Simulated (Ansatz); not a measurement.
**Dielectric function and optical constants of MoS3 (model structure)**

What colour and refractive index does MoS3 (model structure) have at this level of theory? The structure is a model built here, which may or may not match a known phase. It was built so: All O replaced by S and W replaced by Mo in the Pm-3m structure of WO3.

Calculated with Ansatz 0.2.0; DFT, PBE, plane-wave PAW, default files, scalar-relativistic, independent-particle optical response without local fields.

### Step 1. The structure

Symmetry: Pm-3m, No. 221, cubic system. Conventional cell: a = 4.843 Å, b = 4.843 Å, c = 4.843 Å, α = 90.00°, β = 90.00°, γ = 90.00°. Nearest to Mo lie 6 S at 2.42 Å. Nearest to S lie 2 Mo at 2.42 Å. All O replaced by S and W replaced by Mo in the Pm-3m structure of WO3. Farther neighbours and most contacts between anions are not listed.

Coordinates:

```cif
data_structure
_symmetry_space_group_name_H-M 'P 1'
_symmetry_Int_Tables_number 1
_cell_length_a 4.8434
_cell_length_b 4.8434
_cell_length_c 4.8434
_cell_angle_alpha 90.000
_cell_angle_beta 90.000
_cell_angle_gamma 90.000
_cell_volume 113.62
loop_
_atom_site_label
_atom_site_type_symbol
_atom_site_fract_x
_atom_site_fract_y
_atom_site_fract_z
_atom_site_occupancy
Mo1 Mo 0.00000 0.00000 0.00000 1
S2 S 0.50000 0.00000 0.00000 1
S3 S 0.00000 0.50000 0.00000 1
S4 S 0.00000 0.00000 0.50000 1
```

### Step 2. Relaxation

The structure was built or cut out here, so it is relaxed before any spectrum is computed.

This step: DFT, PBE, plane-wave PAW, default files, scalar-relativistic, relaxation (Ansatz 0.2.0).

input.yaml reads:

```yaml
crystal:
  lattice:
    - [4.84339554, 0.0, 0.0]
    - [0.0, 4.84339554, 0.0]
    - [0.0, 0.0, 4.84339554]
  atoms:
    - { symbol: Mo, position: [0.0, 0.0, 0.0] }
    - { symbol: S, position: [0.5, 0.0, 0.0] }
    - { symbol: S, position: [0.0, 0.5, 0.0] }
    - { symbol: S, position: [0.0, 0.0, 0.5] }
kpoints:
  mp_grid: { grid: [5, 5, 5] }
scf:
  occupations: { method: fermi_dirac, width: 0.05 }
hamiltonian:
  xc: pbe
  pseudopotentials: { kind: paw }
output:
  forces: true
  stress: true
relax:
  f_tol: 0.02
  max_steps: 50
  cell: {}
```

The run is started by

```bash
$ ansatz run input.yaml --threads 2 --pin off --max-ram 5120MiB --backend cpu --events-out ev --progress --plain --runs-dir out
```

Numbers of over 12 decimals in the logs are rounded to 6 here.

What it wrote:

```text
Engine: ansatz 0.2.0, aarch64-unknown-linux-gnu
Pseudopotentials: kind: paw
Pseudopotential: Mo, paw, valence charge 14, recommended cutoff 420 eV (normal), Mo.paw.azcp
Pseudopotential: S, paw, valence charge 6, recommended cutoff 420 eV (normal), S.paw.azcp
Functional definition: PBE
  parameter kappa = 0.804
  parameter beta = 0.066725
  exchange = pbe_x(kappa = kappa, mu = beta*pi^2/3)
  correlation = pbe_c(beta = beta)
Crystal: 4 atoms, lattice volume = 113.619 Å³
Basis set: ecut = 420 eV, 2205 PW (Γ), exchange–correlation on 72×72×72 points (8 copies of the dense FFT grid, shifted against one another)
Bands: 20, of which v1, the nominal top of the filled ones, is band 16 counted from 1 (15 counted from 0)
Symmetry: 48 space group operations
Space group: Pm-3m (ITA 221), of the structure as read, at distance tolerance 4.8e-5 Å
k-points: 10 of 125
Non-local potential: Mo, projectors of the file, l = 0: 3, l = 1: 2, l = 2: 2, l = 3: 1
Non-local potential: S, projectors of the file, l = 0: 2, l = 1: 2, l = 2: 2
PAW form: soft (Blöchl's): semilocal exchange-correlation on the pseudo side does not see the compensation charge
PAW one-centre angular grid: Mo, 590 points (default); XC on 64 Gauss nodes
PAW one-centre angular grid: S, 110 points (default); XC on 64 Gauss nodes
Initial density: superposition of atomic densities (neutral atoms: chi_scale 0, normalization atom), corrected by the library's trained network
Initial wavefunctions: pseudopotential atomic-orbital guess
Functional: x = pbe(κ = 0.804, μ = 0.219515), c = pbe(β = 0.066725)
SCF iter   1: F=—  HF=-7661.887073 eV  |F-HF|=—  |Δ(HF+E_count)|=         —  Δρ=2.69e-3  dr2=1.61e-2  ethr=1.77e-3  ⟨swp⟩=6.2  Hψ=2185  notcnv=0
automatic band count: the SCF goes on with 24 bands, as 20 were too few: the levels above may hold too much charge
preconditioner: auto → LDOS  [metal: Δε(μ)=0.049 eV  Ē_g=8.919 eV  σ=0.050 eV  W_gap=0.23  n_scr=18 (ndim 8)  ℏωp=17.1 eV  f_vac=0.181  D(μ)=7.76/eV (n_scr^D=80)  β→1.0]
SCF iter   2: F=—  HF=-7661.889879 eV  |F-HF|=—  |Δ(HF+E_count)|=   2.81e-3  Δρ=5.51e-4  dr2=2.07e-4  ethr=5.03e-5  ⟨swp⟩=2.6  Hψ=510  notcnv=0  defer=4
SCF iter   3: F=—  HF=-7661.890035 eV  |F-HF|=—  |Δ(HF+E_count)|=   1.56e-4  Δρ=1.56e-4  dr2=5.35e-5  ethr=6.46e-7  ⟨swp⟩=2.0  Hψ=463  notcnv=0  defer=4
SCF iter   4: F=—  HF=-7661.890243 eV  |F-HF|=—  |Δ(HF+E_count)|=   2.07e-4  Δρ=3.64e-5  dr2=3.62e-6  ethr=1.67e-7  ⟨swp⟩=1.5  Hψ=255  notcnv=0  defer=4
SCF iter   5: F=—  HF=-7661.890242 eV  |F-HF|=—  |Δ(HF+E_count)|=   9.47e-7  Δρ=1.21e-5  dr2=2.41e-7  ethr=1.13e-8  ⟨swp⟩=2.6  Hψ=365  notcnv=0  defer=4
SCF iter   6: F=-7661.890242 eV  HF=-7661.890242 eV  |F-HF|=8.50e-9  |Δ(HF+E_count)|=   4.86e-9  Δρ=2.46e-6  dr2=1.19e-8  ethr=3.13e-10  ⟨swp⟩=4.0  Hψ=783  notcnv=0
SCF 1 converged in 6 iterations: F = -7661.890242 eV  dr2 = 1.19e-8
  greatest PAW one-centre occupation: 0.998 electrons in one spin orbital (limit 2), on the Mo atom at site 0 (counted from 0), in its partial waves of l = 0
relax step   1: F+E_penalty+E_count = -7661.89024181 eV  Δ(F+E_penalty+E_count) = +0.000e0 eV  max|allowed force component| = 1.068e-29 eV/Å  Δτ_max = 0.0000 Å  P = -6.702 GPa  Ω = 113.619 Å³  (6 SCF iters, dr2 threshold 1.00e-7 eV, accepted)
Crystal: 4 atoms, lattice volume = 100.757 Å³
Basis set: ecut = 420 eV, 1935 PW (Γ), exchange–correlation on 72×72×72 points (8 copies of the dense FFT grid, shifted against one another)
Bands: 24, of which v1, the nominal top of the filled ones, is band 16 counted from 1 (15 counted from 0)
Initial density: handed on by an earlier stage of this run
Initial wavefunctions: those handed on with the density
iter 1 solved again at ethr=1.52e-4 eV; its pass at ethr=3.10e-3 eV (dr2=4.85e-2 eV) is discarded
SCF iter   1: F=—  HF=-7662.139969 eV  |F-HF|=—  |Δ(HF+E_count)|=         —  Δρ=6.13e-3  dr2=4.93e-2  ethr=1.52e-4  ⟨swp⟩=1.5  Hψ=1358  notcnv=0
preconditioner: auto → LDOS  [metal: Δε(μ)=0.029 eV  Ē_g=9.546 eV  σ=0.050 eV  W_gap=0.14  n_scr=18 (ndim 8)  ℏωp=18.1 eV  f_vac=0.137  D(μ)=8.73/eV (n_scr^D=92)  β→1.0]
SCF iter   2: F=—  HF=-7662.124084 eV  |F-HF|=—  |Δ(HF+E_count)|=   1.59e-2  Δρ=2.20e-3  dr2=3.00e-3  ethr=1.52e-4  ⟨swp⟩=2.2  Hψ=439  notcnv=0
SCF iter   3: F=—  HF=-7662.124799 eV  |F-HF|=—  |Δ(HF+E_count)|=   7.15e-4  Δρ=6.66e-4  dr2=7.31e-4  ethr=9.36e-6  ⟨swp⟩=2.7  Hψ=399  notcnv=0
SCF iter   4: F=—  HF=-7662.124756 eV  |F-HF|=—  |Δ(HF+E_count)|=   4.36e-5  Δρ=2.07e-4  dr2=5.27e-5  ethr=2.28e-6  ⟨swp⟩=2.0  Hψ=365  notcnv=0
SCF iter   5: F=—  HF=-7662.124792 eV  |F-HF|=—  |Δ(HF+E_count)|=   3.67e-5  Δρ=6.32e-5  dr2=6.20e-6  ethr=1.65e-7  ⟨swp⟩=2.3  Hψ=378  notcnv=0
SCF iter   6: F=-7662.124792 eV  HF=-7662.124792 eV  |F-HF|=2.73e-7  |Δ(HF+E_count)|=   3.82e-7  Δρ=1.25e-5  dr2=3.05e-7  ethr=1.25e-9  ⟨swp⟩=3.5  Hψ=857  notcnv=0
SCF 2 converged in 6 iterations: F = -7662.124792 eV  dr2 = 3.05e-7
relax step   2: F+E_penalty+E_count = -7662.12479162 eV  Δ(F+E_penalty+E_count) = -2.345e-1 eV  max|allowed force component| = 7.478e-31 eV/Å  Δτ_max = 0.0000 Å  P = +1.866 GPa  Ω = 100.757 Å³  energy of the carried Pulay correction = +6.388e-4 eV  (6 SCF iters, dr2 threshold 4.00e-7 eV, accepted)
Crystal: 4 atoms, lattice volume = 103.303 Å³
Basis set: ecut = 420 eV, 2007 PW (Γ), exchange–correlation on 72×72×72 points (8 copies of the dense FFT grid, shifted against one another)
iter 1 solved again at ethr=1.39e-5 eV; its pass at ethr=3.10e-3 eV (dr2=4.45e-3 eV) is discarded
SCF iter   1: F=—  HF=-7662.137338 eV  |F-HF|=—  |Δ(HF+E_count)|=         —  Δρ=1.50e-3  dr2=4.00e-3  ethr=1.39e-5  ⟨swp⟩=1.6  Hψ=1290  notcnv=0
preconditioner: auto → LDOS  [metal: Δε(μ)=0.009 eV  Ē_g=9.383 eV  σ=0.050 eV  W_gap=0.05  n_scr=18 (ndim 8)  ℏωp=17.9 eV  f_vac=0.160  D(μ)=8.10/eV (n_scr^D=80)  β→1.0]
SCF iter   2: F=—  HF=-7662.136341 eV  |F-HF|=—  |Δ(HF+E_count)|=   9.98e-4  Δρ=4.87e-4  dr2=1.52e-4  ethr=1.25e-5  ⟨swp⟩=2.6  Hψ=380  notcnv=0
SCF iter   3: F=—  HF=-7662.136442 eV  |F-HF|=—  |Δ(HF+E_count)|=   1.01e-4  Δρ=1.22e-4  dr2=2.71e-5  ethr=4.74e-7  ⟨swp⟩=2.1  Hψ=367  notcnv=0
SCF iter   4: F=—  HF=-7662.136439 eV  |F-HF|=—  |Δ(HF+E_count)|=   2.71e-6  Δρ=4.49e-5  dr2=2.60e-6  ethr=8.46e-8  ⟨swp⟩=2.7  Hψ=387  notcnv=0
SCF iter   5: F=-7662.136439 eV  HF=-7662.136439 eV  |F-HF|=2.59e-7  |Δ(HF+E_count)|=   2.81e-7  Δρ=1.41e-5  dr2=3.17e-7  ethr=1.25e-9  ⟨swp⟩=4.9  Hψ=841  notcnv=0
SCF 3 converged in 5 iterations: F = -7662.136439 eV  dr2 = 3.17e-7
relax step   3: F+E_penalty+E_count = -7662.13643897 eV  Δ(F+E_penalty+E_count) = -1.165e-2 eV  max|allowed force component| = 4.478e-31 eV/Å  Δτ_max = 0.0000 Å  P = -0.334 GPa  Ω = 103.303 Å³  energy of the carried Pulay correction = +5.063e-4 eV  (5 SCF iters, dr2 threshold 4.00e-7 eV, accepted)
[...]
relax step   4: F+E_penalty+E_count = -7662.13688591 eV  Δ(F+E_penalty+E_count) = -4.469e-4 eV  max|allowed force component| = 5.900e-30 eV/Å  Δτ_max = 0.0000 Å  P = -0.012 GPa  Ω = 102.909 Å³  energy of the carried Pulay correction = +5.266e-4 eV  (4 SCF iters, dr2 threshold 2.79e-7 eV, accepted)
Basis set: ecut = 420 eV, 2007 PW (Γ), exchange–correlation on 64×64×64 points (8 copies of the dense FFT grid, shifted against one another)
Initial wavefunctions: pseudopotential atomic-orbital guess (no wavefunctions were taken with the density)
iter 1 solved again at ethr=5.20e-7 eV; its pass at ethr=3.10e-3 eV (dr2=1.66e-4 eV) is discarded
SCF iter   1: F=—  HF=-7662.135882 eV  |F-HF|=—  |Δ(HF+E_count)|=         —  Δρ=9.55e-5  dr2=1.38e-6  ethr=5.20e-7  ⟨swp⟩=3.1  Hψ=1866  notcnv=0
preconditioner: auto → LDOS  [metal: Δε(μ)=0.035 eV  Ē_g=9.409 eV  σ=0.050 eV  W_gap=0.17  n_scr=18 (ndim 8)  ℏωp=17.9 eV  f_vac=0.157  D(μ)=8.30/eV (n_scr^D=92)  β→1.0]
SCF iter   2: F=—  HF=-7662.136288 eV  |F-HF|=—  |Δ(HF+E_count)|=   4.06e-4  Δρ=1.47e-5  dr2=1.40e-7  ethr=4.30e-9  ⟨swp⟩=2.1  Hψ=409  notcnv=0
SCF iter   3: F=—  HF=-7662.136288 eV  |F-HF|=—  |Δ(HF+E_count)|=   3.16e-8  Δρ=3.26e-6  dr2=1.37e-8  ethr=4.38e-10  ⟨swp⟩=2.0  Hψ=374  notcnv=0
SCF iter   4: F=—  HF=-7662.136288 eV  |F-HF|=—  |Δ(HF+E_count)|=  4.55e-11  Δρ=6.24e-7  dr2=5.75e-10  ethr=4.27e-11  ⟨swp⟩=2.3  Hψ=391  notcnv=0
SCF iter   5: F=—  HF=-7662.136288 eV  |F-HF|=—  |Δ(HF+E_count)|=  6.46e-11  Δρ=1.87e-7  dr2=4.32e-11  ethr=1.80e-12  ⟨swp⟩=2.8  Hψ=394  notcnv=0
SCF iter   6: F=-7662.136288 eV  HF=-7662.136288 eV  |F-HF|=9.09e-13  |Δ(HF+E_count)|=  4.55e-12  Δρ=5.44e-8  dr2=5.31e-12  ethr=1.00e-12  ⟨swp⟩=4.0  Hψ=737  notcnv=0
SCF 5 converged in 6 iterations: F = -7662.136288 eV  dr2 = 5.31e-12
relax step   5: F+E_penalty+E_count = -7662.13628828 eV  Δ(F+E_penalty+E_count) = +5.976e-4 eV  max|allowed force component| = 5.391e-30 eV/Å  Δτ_max = 0.0000 Å  P = -0.009 GPa  Ω = 102.909 Å³  stress off target by 9.38e-3 GPa  SCF on the basis re-selected at this cell (its energy is not comparable with the rows above)  (6 SCF iters)
basis re-selected at this cell: Δ(F+E_penalty+E_count) = +5.976e-4 eV, ΔP = +0.003 GPa vs the last step (what re-selecting the basis moved, of the pressure what is left beyond the Pulay correction that the steps carried, after the strain that the cell walked since its last selection, with what the two solves' SCF thresholds leave and, on support functions, any second-order correction that the steps lacked; it is no measure of the basis error at this ecutwfc). The dense FFT grid was sized anew with the basis: this SCF ran on 32×32×32 points, the steps before it on 36×36×36, so part of this shift can come from that change (see relax.cell in the input reference). [rest of the remark cut]
SCF converged after 6 iterations
Free energy (F): -7662.136288 eV
Harris-Foulkes:  -7662.136288 eV  (|F-HF|=9.09e-13)
Internal energy: -7662.072574 eV  (E = F + TS)
E sigma→0 (E₀):  -7662.104431 eV
Entropy (-TS):   -0.063714 eV (-15.929 meV/atom)
Fermi energy:    5.096784 eV
--- Per-component energies (eV) ---
  E_band       = -311.928312
  E_kinetic    = 757.033900
  E_local      = -2508.817257  (includes V_loc(G=0)·N_el)
  E_nonlocal   = 226.426588
  E_hartree    = 928.902547
  E_xc         = -471.607342
  E_vxc        = -486.897205  (∫ρ·V_xc dr)
  E_paw        = -5001.204744  (= ΣΔE_a)
  E_vpaw       = -157.479544  (= ΣTr[D̂ρ^β])
  E_aug_tail   = 0.000043  (compensation charges beyond the density's cutoff)
  E_ewald      = -1592.806308
  E_smearing   = -0.063714  (= −TS)
  E_closure    = 0.000000  (closes the sum)
  Σ components = -7662.136288   (vs F -7662.136288, Δ=0.00e0)
--- Forces (eV/Å), atoms counted from 1 ---
  atom   1  Mo    -0.00000000    -0.00000000     0.00000000
  atom   2  S     -0.00000000    -0.00000000     0.00000000
  atom   3  S      0.00000000    -0.00000000    -0.00000000
  atom   4  S      0.00000000     0.00000000     0.00000000
  max |Σ_I F_I| component: 9.66e-30 eV/Å
--- Stress (GPa, compression-positive) ---
       -0.009379       0.000000       0.000000
        0.000000      -0.009379       0.000000
        0.000000       0.000000      -0.009379
  P = ⅓ Tr σ = -0.0094 GPa (-0.094 kbar)
--- Relaxed structure (4 steps of the walk, 4 accepted, 1 SCFs on fresh bases) ---
  F+E_penalty+E_count = -7662.13628828 eV   max|allowed force component| = 5.391e-30 eV/Å   (the final SCF, on the basis selected at the relaxed cell)
  cell:  # Å, volume = 102.9087 Å³
    - [4.686163, 0, 0]
    - [0, 4.686163, 0]
    - [0, 0, 4.686163]
  atoms:
    - { symbol: Mo, position: [0, 0, 0] }
    - { symbol: S, position: [0.500000, 0, 0] }
    - { symbol: S, position: [0, 0.500000, 0] }
    - { symbol: S, position: [0, 0, 0.500000] }
```

Elapsed: 3.4 s, on 2 threads of Arm Neoverse V2, shared host; peak memory 0.36 GiB.

The steps of the relaxation:

```
step  energy less that of the first step (eV)  largest force component (eV/Å)  pressure (GPa)  volume (Å³)
   1                                   0.0000                          0.0000           -6.70       113.62
   2                                  -0.2345                          0.0000            1.87       100.76
   3                                  -0.2462                          0.0000           -0.33       103.30
   4                                  -0.2466                          0.0000           -0.01       102.91
  5*                                  -0.2460                          0.0000           -0.01       102.91
```

Relaxation steps marked * repeat the geometry before them on a plane-wave basis chosen anew for their cell, so energy and pressure can jump there.

Forces are held to the 48 operations that the run works with; a distortion that breaks them can't arise in this run.

```
conventional cell, symmetrised  before  after  change
                         a (Å)   4.843  4.686  -3.2 %
                         b (Å)   4.843  4.686  -3.2 %
                         c (Å)   4.843  4.686  -3.2 %
              volume (Å³/atom)   28.40  25.73  -9.4 %
```

Final coordinates:

```cif
data_structure
_symmetry_space_group_name_H-M 'P 1'
_symmetry_Int_Tables_number 1
_cell_length_a 4.6862
_cell_length_b 4.6862
_cell_length_c 4.6862
_cell_angle_alpha 90.000
_cell_angle_beta 90.000
_cell_angle_gamma 90.000
_cell_volume 102.91
loop_
_atom_site_label
_atom_site_type_symbol
_atom_site_fract_x
_atom_site_fract_y
_atom_site_fract_z
_atom_site_occupancy
Mo1 Mo 0.00000 0.00000 0.00000 1
S2 S 0.50000 0.00000 0.00000 1
S3 S 0.00000 0.50000 0.00000 1
S4 S 0.00000 0.00000 0.50000 1
```

The relaxation ends with a pressure of -0.01 GPa.

[end of part 1 of 3]

[Logs are printed without paths, hosts, clocks, repeated set-up lines and the standing remarks that a program may print on its own settings, such as how far it seeks lower states.]

[Hosts, paths, dates, database ids (printed as entryN), source tags and the programs' standing remarks are cut or masked in the printed files.]
